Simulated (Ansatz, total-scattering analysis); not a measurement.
# Worked example: from partials to totals in amorphous 20In2O3-80ZnO (mol %)

A simulated model of amorphous 20In2O3-80ZnO (mol %) at 300 K, fixed volume (mean pressure -1.4 GPa), from ab initio molecular dynamics with Ansatz (PBE, plane waves, PAW set soft_1, Langevin thermostat, no spin, fixed volume). The average runs over 1.70 ps of 65 atoms, so shells between rare elements are rough. Mean temperature 341 K, largest m.s.d. 0.31 Å², energy drift -10 meV an atom (last third less first), Langevin friction 2 ps⁻¹; the first quarter of the run is discarded. Preparation: atoms packed at random with minimum distances, then 1.6 ps at 2600 K, 1.7 ps at 1610 K and 1.8 ps at 860 K with a cheaper basis and a friction of 10 ps⁻¹ (mean temperature of the first stage 2610 K), too short to forget the start in full. So short a stretch relaxes bonds and nearest shells but still remembers its start. It is rigid on the time of the run. A cell quenched within picoseconds keeps more over- and under-coordinated atoms than a real glass or film, so this is a model of such a quench. The potential energy falls by 10 meV an atom from the first to the last third of the average, so the sample is relaxing or ordering and this is no equilibrium average. Atom fractions In 0.1538, Zn 0.3077, O 0.5385; masses In 114.818, Zn 65.380, O 15.999 u; density 5.5900 g/cm³; coherent lengths In 4.065, Zn 5.68, O 5.8037 fm. Faber–Ziman partials at a few Q:

| Q (Å⁻¹) | S Zn–O | S O–O | S In–Zn | S Zn–Zn | S In–O | S In–In |
| --- | --- | --- | --- | --- | --- | --- |
| 1.50 | 1.178 | -0.672 | -0.678 | -0.925 | 1.231 | -0.883 |
| 2.50 | -1.550 | 3.624 | 2.955 | 3.435 | -1.378 | 1.164 |
| 4.00 | 1.880 | 1.206 | 1.623 | 1.072 | 1.502 | 1.260 |

The pair function g(ZnO), r in Å, every 0.06 Å up to its first minimum: 1.77 0.06, 1.83 0.89, 1.89 3.96, 1.95 6.98, 2.01 7.40, 2.07 5.37, 2.13 3.57, 2.19 2.08, 2.25 1.13, 2.31 0.70, 2.37 0.42, 2.43 0.25, 2.49 0.19, 2.55 0.22.

**Tasks.** (a) The number density. (b) The neutron weights. (c) The neutron S(Q) at the listed Q. (d) The number of O around Zn.

(a) The mean mass is 0.1538×114.818 + 0.3077×65.380 + 0.5385×15.999 = 46.392 u, so ρ₀ = 5.5900/(46.392 × 1.66054) = 0.07256 Å⁻³.

(b) ⟨b⟩ = 0.1538×4.065 + 0.3077×5.68 + 0.5385×5.8037 = 5.498 fm. The weight of a pair is ci cj bi bj (2 − δij)/⟨b⟩²: Zn–O 0.361, O–O 0.323, In–Zn 0.072, Zn–Zn 0.101, In–O 0.129, In–In 0.013; they sum to 1.000.

(c) S = 1 + Σ w (Sij − 1). At 1.50 Å⁻¹: 1 + 0.064 − 0.540 − 0.121 − 0.195 + 0.030 − 0.024 = 0.214; Zn–O pushes up most; O–O pulls down most. At 2.50 Å⁻¹: 1 − 0.921 + 0.848 + 0.141 + 0.246 − 0.307 + 0.002 = 1.009; O–O pushes up most; Zn–O pulls down most. At 4.00 Å⁻¹: 1 + 0.318 + 0.067 + 0.045 + 0.007 + 0.065 + 0.003 = 1.505; Zn–O pushes up most.

(d) n = 4πρ₀ c(O) Σ r² g Δr. The sum Σ r² g over the listed points is 138.8 Å², so n = 4π × 0.07256 × 0.5385 × 138.8 × 0.06 = 4.09; counting pairs in the frames up to 2.58 Å gives 4.09. By balance, each O has n c(Zn)/c(O) = 2.34 Zn.
